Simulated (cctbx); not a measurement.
# Diagnosing a refinement

Cell a = 7.5460 Å, b = 7.5460 Å, c = 4.0810 Å, α = 90.00°, β = 90.00°, γ = 120.00°; space group P-62m (no. 189).

The data are simulated with cctbx, not measured: Ag Kα, λ = 0.56087 Å, to d = 0.8 Å, 80 % of the full sphere, strongest reflection 20000 counts, noise from counting, a 6 % proportional error and a noise floor of 2 counts (s.d.); no absorption.

An anisotropic refinement with weights 1/σ² prints:

```text
Rint 0.048, 178 unique reflections to 0.80 A
cycle     R1     wR2    GooF  max shift (A)
   1  0.0199  0.0611   2.173   0.00257
   2  0.0126  0.0356   1.268   0.00000
final R1 0.0126 wR2 0.0356 GooF 1.268  parameters 12  data/parameter 14.8
atom        x        y        z      Ueq    occ   su(xyz)  su(Uiso or U11)
Au1    0.00000  0.00000  0.50000   0.0019  1.000  0.00000  0.0002
Pb1    0.33333  0.66667  0.00000   0.0033  1.000  0.00000  0.0002
Mn1    0.00000  0.25105  0.00000   0.0050  1.000  0.00019  0.0008
Sc1    0.00000  0.58610  0.50000   0.0044  1.000  0.00029  0.0009
difference map: max 1.67 min -0.96 rms 0.20
Q1    0.0000  0.0000  0.5000    1    1.67  0.00 A from Au1
Q2    0.3333  0.6667  0.5000    2    0.82  2.04 A from Pb1
Q3    0.0000  0.4318  0.5000    3    0.58  1.16 A from Sc1
Q4    0.0635  0.5359  0.3593   12    0.58  0.94 A from Sc1
Q5    0.3333  0.6667  0.0000    2    0.51  0.00 A from Pb1
Q6    0.0857  0.7911  0.0000    6    0.42  1.44 A from Mn1
```

**Question.** Can this result stand? If not, what is the likely fault?

Mend it. The fault: wrong element: Au1 is Pb. Against the right model at the same level, R1 goes from 0.0101 to 0.0126 and GooF from 0.86 to 1.27, U of Au1 shrinks from 0.0033 to 0.0019 Å² and the top difference peak, 1.7 e/Å³, lies on Au1. Au1 has 3 electrons too few and its U shrinks to make up, as expected. The signs are weak, and the output alone doesn't single this fault out.

The compound is ScMnPb. The right model at the same level gives:

```text
Rint 0.048, 178 unique reflections to 0.80 A
cycle     R1     wR2    GooF  max shift (A)
   1  0.0114  0.0274   0.974   0.00043
   2  0.0101  0.0241   0.857   0.00000
final R1 0.0101 wR2 0.0241 GooF 0.857  parameters 12  data/parameter 14.8
atom        x        y        z      Ueq    occ   su(xyz)  su(Uiso or U11)
Pb1    0.00000  0.00000  0.50000   0.0033  1.000  0.00000  0.0002
Pb2    0.33333  0.66667  0.00000   0.0030  1.000  0.00000  0.0001
Mn1    0.00000  0.25124  0.00000   0.0045  1.000  0.00013  0.0005
Sc1    0.00000  0.58639  0.50000   0.0039  1.000  0.00019  0.0006
Flack x: 0.01(2)
Hooft y: 0.008(23)  Bijvoet pairs: 69
difference map: max 0.57 min -0.93 rms 0.17
Q1    0.3333  0.6667  0.5000    2    0.62  2.04 A from Pb2
Q2    0.0660  0.5558  0.3582   12    0.55  0.87 A from Sc1
Q3    0.0000  0.4409  0.5000    3    0.53  1.10 A from Sc1
Q4    0.0000  0.0000  0.0000    1    0.51  1.90 A from Mn1
Q5    0.1543  0.5271  0.0000    6    0.40  1.23 A from Pb2
Q6    0.3333  0.6667  0.0000    2    0.38  0.00 A from Pb2
```

The model is made up (kin elements in a known structure type, no relaxation), so it says nothing on whether the phase exists.

[Middle refinement cycles are left out of these outputs.]

[Logs are printed without paths, hosts, clocks, repeated set-up lines and the standing remarks that a program may print on its own settings, such as how far it seeks lower states.]
